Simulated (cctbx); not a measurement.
## TbYbDyBiS6 with cctbx, script by script

Library: cctbx 2025.11.

## 1. Energy scan

run.py:

```python
from cctbx import adptbx, crystal, miller, xray
from cctbx.array_family import flex
from cctbx.eltbx import sasaki

cs = crystal.symmetry(unit_cell=(11.049, 4.206, 11.625, 90, 104.39, 90), space_group_symbol='Hall: -P 2yb')  # P2_1/m
atoms = [  # label, site, U (iso, or U11 U22 U33 U12 U13 U23 in A^2), occupancy
    ("Bi1", (0.6781, 0.75, 0.5853), (0.0146, 0.0069, 0.0110, 0.0000, 0.0044, 0.0000), 1),
    ("Yb1", (0.9486, 0.75, 0.3523), (0.0148, 0.0146, 0.0071, 0.0000, 0.0037, 0.0000), 1),
    ("Dy1", (0.8365, 0.25, 0.9653), (0.0096, 0.0098, 0.0159, 0.0000, 0.0087, 0.0000), 1),
    ("Tb1", (0.5323, 0.75, 0.1788), (0.0160, 0.0156, 0.0108, 0.0000, 0.0038, 0.0000), 1),
    ("S1", (0.7233, 0.25, 0.2696), (0.0282, 0.0299, 0.0210, 0.0000, 0.0054, 0.0000), 1),
    ("S2", (0.1008, 0.25, 0.4297), (0.0220, 0.0273, 0.0160, 0.0000, 0.0064, 0.0000), 1),
    ("S3", (0.6962, 0.25, 0.7416), (0.0079, 0.0107, 0.0087, 0.0000, -0.0001, 0.0000), 1),
    ("S4", (0.9465, 0.75, 0.1007), (0.0201, 0.0236, 0.0135, 0.0000, 0.0050, 0.0000), 1),
    ("S5", (0.6004, 0.25, 0.3836), (0.0119, 0.0171, 0.0190, 0.0000, 0.0025, 0.0000), 1),
    ("S6", (0.6339, 0.75, 0.9684), (0.0217, 0.0152, 0.0303, 0.0000, 0.0087, 0.0000), 1),
]
xs = xray.structure(crystal_symmetry=cs)
for label, site, u, occ in atoms:
    u = adptbx.u_cif_as_u_star(cs.unit_cell(), u) if isinstance(u, tuple) else u
    xs.add_scatterer(xray.scatterer(label, site=site, u=u, occupancy=occ))
hkl = [(2, 0, 2), (0, 1, 2), (0, 0, 1), (1, 1, 0)]
ms = miller.set(cs, flex.miller_index(hkl + [tuple(-v for v in h) for h in hkl]), anomalous_flag=True)
print("E (eV)    f'(Bi)   f''   " + "".join("%16s" % ("|F|" + " ".join(map(str, h))) for h in hkl))
for e in [12819, 13169, 13299, 13359, 13389, 13404, 13411, 13415, 13423, 13427, 13434, 13449, 13479, 13569, 13819]:
    xs.set_inelastic_form_factors(12398.42 / e, "sasaki")
    t = sasaki.table("Bi").at_ev(e)
    f = flex.abs(ms.structure_factors_from_scatterers(xs, algorithm="direct").f_calc().data())
    n = len(hkl)
    print("%7.0f %7.2f %6.2f  " % (e, t.fp(), t.fdp()) + "".join("%9.1f/%6.1f" % (f[k], f[k + n]) for k in range(n)))
```

```console
$ python run.py
```

```text
E (eV)    f'(Bi)   f''           |F|2 0 2        |F|0 1 2        |F|0 0 1        |F|1 1 0
  12819   -9.16   4.26      293.5/ 293.5    194.1/ 194.1     27.6/  27.6     59.2/  59.2
  13169  -10.85   4.08      290.8/ 290.8    190.9/ 190.9     24.7/  24.7     56.2/  56.2
  13299  -12.22   4.01      288.4/ 288.4    188.4/ 188.4     22.4/  22.4     53.8/  53.8
  13359  -13.55   3.98      285.9/ 285.9    186.1/ 186.1     20.1/  20.1     51.4/  51.4
  13389  -14.88   3.97      283.4/ 283.4    183.8/ 183.8     17.8/  17.8     49.0/  49.0
  13404  -16.20   3.96      280.9/ 280.9    181.5/ 181.5     15.6/  15.6     46.7/  46.7
  13411  -17.37   3.96      278.7/ 278.7    179.4/ 179.4     13.6/  13.6     44.6/  44.6
  13415  -18.64   3.96      276.3/ 276.3    177.2/ 177.2     11.4/  11.4     42.4/  42.4
  13423  -19.10  10.11      277.4/ 277.4    177.2/ 177.2     13.6/  13.6     43.7/  43.7
  13427  -17.59  10.11      280.3/ 280.3    179.8/ 179.8     15.7/  15.7     46.3/  46.3
  13434  -16.30  10.10      282.8/ 282.8    182.0/ 182.0     17.6/  17.6     48.5/  48.5
  13449  -14.89  10.08      285.4/ 285.4    184.4/ 184.4     19.7/  19.7     50.9/  50.9
  13479  -13.50  10.04      288.1/ 288.1    186.8/ 186.8     21.9/  21.9     53.2/  53.2
  13569  -11.67   9.93      291.6/ 291.6    189.9/ 189.9     24.8/  24.8     56.4/  56.4
  13819   -9.76   9.63      295.4/ 295.4    192.9/ 192.9     27.8/  27.8     59.6/  59.6
```

Run time: 0.23 s on 1 thread of Arm Neoverse V2, on a shared host, peak memory 0.07 GiB.

[Logs are printed without paths, hosts, clocks, repeated set-up lines and the standing remarks that a program may print on its own settings, such as how far it seeks lower states.]
